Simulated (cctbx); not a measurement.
**A disordered crystal of nominal CuNiTe3As**

Cell a = 5.1060 Å, b = 7.7430 Å, c = 12.8690 Å, α = 90.00°, β = 90.00°, γ = 90.00°; space group P2_12_12_1 (no. 19); nominal formula CuNiTe3As.

Simulated single-crystal data (cctbx): Cu Kα, λ = 1.54184 Å, to d = 0.83 Å, 95 % of the full sphere, strongest reflection 20000 counts, noise from counting, a 1.5 % proportional error and a noise floor of 2 counts (s.d.); no absorption, and some extinction, which the refinements don't model.

With every site full:

```text
Rint 0.025, 929 unique reflections to 0.83 A
cycle     R1     wR2    GooF  max shift (A)
   1  0.1321  0.2760  10.083   0.00173
   2  0.0263  0.0635   2.320   0.00001
final R1 0.0263 wR2 0.0635 GooF 2.320  parameters 54  data/parameter 17.2
atom        x        y        z      Ueq    occ   su(xyz)  su(Uiso or U11)
Te1    0.28429  0.13523  0.09659   0.0010  1.000  0.00015  0.0004
Te2    0.26657  0.37825  0.29453   0.0034  1.000  0.00015  0.0004
Te3    0.71666  0.13139  0.40501   0.0072  1.000  0.00017  0.0004
As2    0.94079  0.37862  0.13525  -0.0058  1.000  0.00022  0.0005  NPD
Cu1    0.97493  0.37702  0.43971   0.0032  1.000  0.00035  0.0009
Ni1    0.49999  0.13017  0.25529   0.0035  1.000  0.00046  0.0010
difference map: max 2.31 min -2.00 rms 0.35
Q1    0.1187  0.8742  0.3619    4    2.36  0.31 A from As2
Q2    0.0022  0.3792  0.1346    4    2.32  0.31 A from As2
Q3    0.1339  0.8526  0.8177    4    0.88  1.06 A from Ni1
Q4    0.1998  0.6575  0.8080    4    0.82  0.37 A from Te2
Q5    0.0618  0.3009  0.3551    4    0.75  1.32 A from Cu1
Q6    0.2048  0.1688  0.3167    4    0.69  1.68 A from Te2
```

With the occupancies of the suspect sites free, each still typed as its main element:

```text
Rint 0.025, 929 unique reflections to 0.83 A
cycle     R1     wR2    GooF  max shift (A)
   1  0.0858  0.1834   6.710   0.00107
   6  0.0155  0.0345   1.262   0.00001
final R1 0.0154 wR2 0.0345 GooF 1.261  parameters 56  data/parameter 16.6
atom        x        y        z      Ueq    occ   su(xyz)  su(Uiso or U11)
Te1    0.28434  0.13520  0.09661   0.0013  1.000  0.00008  0.0002
Te2    0.26663  0.37827  0.29452   0.0037  1.000  0.00008  0.0002
Te3    0.71666  0.13137  0.40502   0.0030  0.922  0.00009  0.0003
As2    0.94092  0.37865  0.13523   0.0010  1.127  0.00012  0.0003
Cu1    0.97478  0.37709  0.43974   0.0032  1.000  0.00019  0.0005
Ni1    0.50017  0.13030  0.25524   0.0040  1.000  0.00025  0.0005
su of occupancy Te3: 0.003
su of occupancy As2: 0.004
difference map: max 0.62 min -0.60 rms 0.15
Q1    0.0340  0.6274  0.1813    4    0.64  1.69 A from Te3
Q2    0.1274  0.8547  0.8170    4    0.56  1.03 A from Ni1
Q3    0.2389  0.5815  0.6573    4    0.55  1.69 A from As2
Q4    0.1466  0.1485  0.6741    4    0.53  1.99 A from Te2
Q5    0.1709  0.0535  0.3559    4    0.51  1.47 A from As2
Q6    0.1643  0.1546  0.3143    4    0.49  1.83 A from Te2
```

**Question.** What is the disorder?

X-rays count electrons. Te3 refines to 0.922(0.003), or 47.9 electrons; the site truly holds 0.8 Te and 0.2 As, 48.2 electrons, which is 0.927 of Te; As2 refines to 1.127(0.004), or 37.2 electrons; the site truly holds 0.8 As and 0.2 Te, 36.8 electrons, which is 1.115 of As. A value under 1 can't tell vacancies from a lighter guest, and one over 1 needs a heavier guest; chemistry or a second radiation must settle which. Occupancy correlates with U and the scale, and the two elements' form factors differ in shape, so the match is approximate.

Freeing them takes R1 from 0.0263 to 0.0154 and GooF from 2.32 to 1.26.

The model was made for the exercise: a known structure type with other elements put in, its volume estimated, not relaxed; displacement parameters are assumed.

[Middle refinement cycles are left out of these outputs.]

[Logs are printed without paths, hosts, clocks, repeated set-up lines and the standing remarks that a program may print on its own settings, such as how far it seeks lower states.]
